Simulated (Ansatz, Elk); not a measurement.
**How far do independent atoms describe CsMg4Cu2Ag?**

Structure refinements treat a crystal as free atoms side by side. For a made-up structure of CsMg4Cu2Ag (cell and positions from a PBE relaxation) the runs below show what the calculated density changes in F(hkl).

Main program and level: Elk 11.2.3 (patched build); DFT, PBE, all-electron APW+lo, Dirac cores, scalar-relativistic bands, static density, no spin.

The structure was built from a prototype and need not be the compound's stable phase.

## Step 1: Starting point

It takes space group Amm2 (No. 38, orthorhombic). The conventional cell has a = 4.464 Å, b = 5.713 Å, c = 18.115 Å, α = 90.00°, β = 90.00°, γ = 90.00°. Cs has 4 Mg at 3.81 to 4.24 Å and 2 Ag at 3.87 Å nearest. Ag has 6 Mg at 2.78 to 2.91 Å and 2 Cu at 2.83 Å and 2 Cs at 3.87 Å nearest. Cu has 2 Cu at 2.59 to 3.12 Å and 5 Mg at 2.71 to 3.20 Å and 1 Ag at 2.83 Å nearest. Nearest to Mg lie 2 Ag at 2.91 Å and 4 Mg at 2.98 Å and 2 Cu at 3.20 Å. Mg has 4 Cu at 2.91 Å and 2 Mg at 2.93 Å and 2 Cs at 3.81 Å nearest. Nearest to Mg lie 6 Cu at 2.71 to 4.05 Å and 2 Ag at 2.78 Å and 5 Mg at 2.82 to 2.98 Å and 1 Cs at 4.24 Å. Farther neighbours are not listed.

## Step 2: Ground state and structure factors

An all-electron density is needed, since X-rays see the cores too. Task 0 finds the density and task 195 Fourier-transforms it; tshift is off so that phases refer to the origin typed.

The input, elk.in:

```
tasks
  0
  195

xctype
  20

spinpol
  .false.

rgkmax
  7.0

gmaxvr
  14.0

lmaxo
  7

lmaxapw
  8

swidth
  0.002

tshift
  .false.

ramdisk
  .false.

hmaxvr
  5.5

maxscl
  120

epspot
  1e-06

sppath
  './'

avec
  8.43581052268 0.00000000000 0.00000000000
  0.00000000000 5.39762311994 17.11587172193
  0.00000000000 -5.39762311994 17.11587172193

atoms
  4
  'Cs.in'
  1
  -0.0000000000 0.7809660678 0.7809660678   0.000000 0.000000 0.000000
  'Ag.in'
  1
  0.5000000000 0.6063572506 0.6063572506   0.000000 0.000000 0.000000
  'Cu.in'
  2
  0.5000000000 0.7492939698 0.2024199279   0.000000 0.000000 0.000000
  0.5000000000 0.2024199279 0.7492939698   0.000000 0.000000 0.000000
  'Mg.in'
  4
  0.5000000000 0.1371627143 0.1371627143   0.000000 0.000000 0.000000
  -0.0000000000 0.4199563944 0.4199563944   0.000000 0.000000 0.000000
  -0.0000000000 0.8134822845 0.3079613906   0.000000 0.000000 0.000000
  -0.0000000000 0.3079613906 0.8134822845   0.000000 0.000000 0.000000

ngridk
  5 4 4
```

Started as:

```sh
> OMP_NUM_THREADS=4 elk
```

Numbers of over 12 decimals in the logs are rounded to 6 here.

Output:

```text
┌─────────────────────────┐
│ Elk code version 11.2.3 │
└─────────────────────────┘

All units are atomic (Hartree, Bohr, etc.)

┌─────────────────────────────────────────────────┐
│ Ground-state run starting from atomic densities │
└─────────────────────────────────────────────────┘

Lattice vectors :
   8.435810523       0.000000000       0.000000000
   0.000000000       5.397623120       17.11587172
   0.000000000      -5.397623120       17.11587172

Reciprocal lattice vectors :
  0.7448229533       0.000000000      -0.000000000
  -0.000000000      0.5820326065      0.1835485043
   0.000000000     -0.5820326065      0.1835485043

Unit cell volume      :    1558.685131
Brillouin zone volume :   0.1591406812

Muffin-tin inner radius fraction :   0.1000000000E-01

Nuclei treated as point charges

Species : 1 (Cs)
 parameters loaded from : Cs.in
 name : caesium
 nuclear charge    :   -55.00000000
 electronic charge :    55.00000000
 atomic mass :    242271.8146
 muffin-tin radius :    2.800000000
 number of radial points in muffin-tin :   1393
 inner part over the whole radius :   0.9975634425E-02
 number on inner part of muffin-tin    :    996
 approximate nuclear radius :   0.9115647269E-04
 number of mesh points to nuclear radius :    503
 atomic positions (lattice), magnetic fields (Cartesian) :
  1 :   0.00000000  0.78096607  0.78096607    0.00000000  0.00000000  0.00000000

Species : 2 (Ag)
 parameters loaded from : Ag.in
 name : silver
 nuclear charge    :   -47.00000000
 electronic charge :    47.00000000
 atomic mass :    196631.6998
 muffin-tin radius :    2.600000000
 number of radial points in muffin-tin :   1193
 inner part over the whole radius :   0.9869554211E-02
 number on inner part of muffin-tin    :    849
 approximate nuclear radius :   0.8648227117E-04
 number of mesh points to nuclear radius :    425
 atomic positions (lattice), magnetic fields (Cartesian) :
  1 :   0.50000000  0.60635725  0.60635725    0.00000000  0.00000000  0.00000000

Species : 3 (Cu)
 parameters loaded from : Cu.in
 name : copper
 nuclear charge    :   -29.00000000
 electronic charge :    29.00000000
 atomic mass :    115837.2717
 muffin-tin radius :    2.400000000
 number of radial points in muffin-tin :    993
 inner part over the whole radius :   0.9893084826E-02
 number on inner part of muffin-tin    :    701
 approximate nuclear radius :   0.7406004541E-04
 number of mesh points to nuclear radius :    336
 atomic positions (lattice), magnetic fields (Cartesian) :
  1 :   0.50000000  0.74929397  0.20241993    0.00000000  0.00000000  0.00000000
  2 :   0.50000000  0.20241993  0.74929397    0.00000000  0.00000000  0.00000000

Species : 4 (Mg)
 parameters loaded from : Mg.in
 name : magnesium
 nuclear charge    :   -12.00000000
 electronic charge :    12.00000000
 atomic mass :    44305.30466
 muffin-tin radius :    2.200000000
 number of radial points in muffin-tin :    793
 inner part over the whole radius :   0.9941530515E-02
 number on inner part of muffin-tin    :    552
 approximate nuclear radius :   0.5710277704E-04
 number of mesh points to nuclear radius :    241
 atomic positions (lattice), magnetic fields (Cartesian) :
  1 :   0.50000000  0.13716271  0.13716271    0.00000000  0.00000000  0.00000000
  2 :   0.00000000  0.41995639  0.41995639    0.00000000  0.00000000  0.00000000
  3 :   0.00000000  0.81348228  0.30796139    0.00000000  0.00000000  0.00000000
  4 :   0.00000000  0.30796139  0.81348228    0.00000000  0.00000000  0.00000000

Total number of atoms per unit cell :    8
Total muffin-tin volume :    459.7951232
 ratio of muffin-tin to unit cell volume :   0.2949890995

Spin treatment :
 spin-unpolarised

Number of Bravais lattice symmetries :    8
Number of crystal symmetries         :    4
Crystal has no inversion symmetry
Complex Hermitian eigensolver will be used

k-point grid :      5     4     4
k-point offset :    0.000000000       0.000000000       0.000000000
[...]
total energy                :     -17219.955235335

Density of states at Fermi energy :    136.8861664
 (states/Hartree/unit cell)

Estimated indirect band gap :   0.1645763009E-02
 from k-point 30 to k-point 17
Estimated direct band gap   :   0.4828808804E-02
 at k-point 24

Charges :
 core                        :    96.00000000
 valence                     :    112.0000000
 interstitial                :    11.77107662
 muffin-tins (core leakage)
  species : 1 (Cs)
[...]
species : 2 (Ag)
[...]
species : 3 (Cu)
[...]
species : 4 (Mg)
[...]
total in muffin-tins        :    196.2289234
 total calculated charge     :    207.9995871
 total charge                :    208.0000000
 error                       :   0.4128742158E-03

RMS change in Kohn-Sham potential (target) :   0.5360076737     (  0.1000000000E-05)
Absolute change in total energy (target)   :   0.6901912139     (  0.1000000000E-03)

[... loops 3 to 20 left out ...]

┌──────────────────┐
│ Loop number : 21 │
└──────────────────┘

Energies :
 Fermi                       :     0.107440
 sum of occupied eigenvalues :     -10303.075909116
 electron kinetic            :      18027.676607619
 core electron kinetic       :      16961.693441179
 Coulomb                     :     -34703.402023293
 Coulomb potential           :     -27623.559082659
 nuclear-nuclear             :     -1446.0195816367
 electron-nuclear            :     -38918.087214792
 Hartree                     :      5660.7047731353
 Madelung                    :     -20891.622481964
 xc potential                :     -707.19343407620
 exchange                    :     -533.14989451682
 correlation                 :     -10.032824594647
 electron entropic           :    -0.15586394061366E-02
 total energy                :     -17218.909693425

Density of states at Fermi energy :    124.3366556
 (states/Hartree/unit cell)

Estimated indirect band gap :   0.9265065545E-03
 from k-point 17 to k-point 20
Estimated direct band gap   :   0.4521494996E-02
 at k-point 20

Charges :
 core                        :    96.00000000
 valence                     :    112.0000000
 interstitial                :    10.86438652
 muffin-tins (core leakage)
  species : 1 (Cs)
[...]
species : 2 (Ag)
[...]
species : 3 (Cu)
[...]
species : 4 (Mg)
[...]
total in muffin-tins        :    197.1356135
 total calculated charge     :    207.9996029
 total charge                :    208.0000000
 error                       :   0.3971405216E-03

RMS change in Kohn-Sham potential (target) :   0.2429361504E-06 (  0.1000000000E-05)
Absolute change in total energy (target)   :   0.3219666905E-04 (  0.1000000000E-03)

Convergence targets achieved

┌──────────────────┐
│ Loop number : 22 │
└──────────────────┘

Energies :
 Fermi                       :     0.107441
 sum of occupied eigenvalues :     -10303.075900994
 electron kinetic            :      18027.676597135
 core electron kinetic       :      16961.693443553
 Coulomb                     :     -34703.402011338
 Coulomb potential           :     -27623.559073931
 nuclear-nuclear             :     -1446.0195816367
 electron-nuclear            :     -38918.087199476
 Hartree                     :      5660.7047697739
 Madelung                    :     -20891.622474373
 xc potential                :     -707.19342419841
 exchange                    :     -533.14989384235
 correlation                 :     -10.032824595110
 electron entropic           :    -0.15586389193629E-02
 total energy                :     -17218.909691279

Density of states at Fermi energy :    124.3366374
 (states/Hartree/unit cell)

Estimated indirect band gap :   0.9264643112E-03
 from k-point 17 to k-point 20
Estimated direct band gap   :   0.4521489754E-02
 at k-point 20

Charges :
 core                        :    96.00000000
 valence                     :    112.0000000
 interstitial                :    10.86438637
 muffin-tins (core leakage)
  species : 1 (Cs)
[...]
species : 2 (Ag)
[...]
species : 3 (Cu)
[...]
species : 4 (Mg)
[...]
atom 2                    :    10.46152879     ( -0.9828258563E-07)
   atom 3                    :    10.54519623     ( -0.9828258651E-07)
   atom 4                    :    10.54519623     ( -0.9828258651E-07)
 total in muffin-tins        :    197.1356136
 total calculated charge     :    207.9996029
 total charge                :    208.0000000
 error                       :   0.3971405781E-03

┌──────────────────────────────┐
│ Self-consistent loop stopped │
└──────────────────────────────┘

Warning : core states of species 3 leak from the muffin-tin :   0.1564068272E-03

Wrote STATE.OUT
```

Run time: 2.7 min. Hardware: 4 threads of INTEL XEON PLATINUM 8581C at 2.10GHz (Emerald Rapids), shared host; peak memory 0.44 GiB; 8.6 min of CPU time.

SFACRHO.OUT:

```text

h k l indices transformed by vhmat matrix:
   1.000000000       0.000000000       0.000000000    
   0.000000000       1.000000000       0.000000000    
   0.000000000       0.000000000       1.000000000    

      h      k      l  multipl.   |H|            Re(F)            Im(F)           |F|

      0      0      0      1   0.0000000       208.00000      0.23579024E-15   208.00000    
      0      1      1      1  0.36709701       36.544843       25.108040       44.338913    
      0     -1     -1      1  0.36709701       36.544843      -25.108040       44.338913    
      0      1      0      2  0.61028846      -19.092864      -65.626332       68.347297    
      0     -1      0      2  0.61028846      -19.092864       65.626332       68.347297    
      0      2      2      1  0.73419402       27.385191       32.280257       42.331592    
      0     -2     -2      1  0.73419402       27.385191      -32.280257       42.331592    
      1      0      0      2  0.74482295      -26.279199      0.12056860E-13   26.279199    
      0     -2     -1      2  0.80123182      -11.200455      -14.582785       18.387708    
      0      2      1      2  0.80123182      -11.200455       14.582785       18.387708    
      1     -1     -1      2  0.83037428      -83.950022       48.773917       97.090170    
      1      1      1      2  0.83037428      -83.950022      -48.773917       97.090170    
      1      0      1      4  0.96291912       20.018363      -22.577301       30.173985    
      1      0     -1      4  0.96291912       20.018363       22.577301       30.173985    
     -1     -2     -2      2   1.0458499       34.410606      -55.935215       65.672202    
     -1      2      2      2   1.0458499       34.410606       55.935215       65.672202    
      0      2      3      2   1.0867444       86.639033      -25.870368       90.419013    
      0     -2     -3      2   1.0867444       86.639033       25.870368       90.419013
```

Elk indexes on the primitive cell of elk.in and gives |H| = 4π sin θ/λ in inverse bohr. Below, one row stands for each form hkl of the conventional cell (m members, Friedel mates merged), F is for one primitive cell and the density is static (no thermal factor). Free-atom factors are Waasmaier and Kirfel's, and R is Σm||F|−|F'||/Σm|F|.

```
hkl  m  sin θ/λ (Å⁻¹)  abs F, DFT  neutral atoms   diff.  abs of complex diff.
002  2          0.055      44.339         44.109  +0.230                 0.230
011  4          0.092      68.347         68.226  +0.121                 0.122
004  2          0.110      42.332         42.427  -0.095                 0.146
100  2          0.112      26.279         26.445  -0.166                 0.166
013  4          0.120      18.388         18.294  +0.094                 0.109
102  4          0.125      97.090         97.229  -0.138                 0.139
111  8          0.145      30.174         30.078  +0.096                 0.118
104  4          0.157      65.672         65.766  -0.094                 0.309
015  4          0.163      90.419         90.733  -0.314                 0.318
113  8          0.165      92.630         92.878  -0.248                 0.286
006  2          0.166     111.892        112.244  -0.351                 0.385
020  2          0.175      38.686         38.454  +0.233                 0.233
022  4          0.183      88.732         89.370  -0.638                 0.690
115  8          0.198      14.933         14.752  +0.180                 0.288
106  4          0.200      63.747         64.581  -0.834                 0.930
024  4          0.207      68.196         68.980  -0.784                 0.854
120  4          0.208      32.834         32.939  -0.105                 0.105
017  4          0.212      41.248         41.325  -0.077                 0.182
122  8          0.215      93.319         93.954  -0.636                 0.876
008  2          0.221      28.017         28.676  -0.659                 0.791
200  2          0.224     156.767        157.992  -1.225                 1.225
202  4          0.231      32.598         33.417  -0.819                 0.904
```

[end of part 1 of 2]

[Logs are printed without paths, hosts, clocks, repeated set-up lines and the standing remarks that a program may print on its own settings, such as how far it seeks lower states.]

[Hosts, paths, dates, database ids (printed as entryN), source tags and the programs' standing remarks are cut or masked in the printed files.]
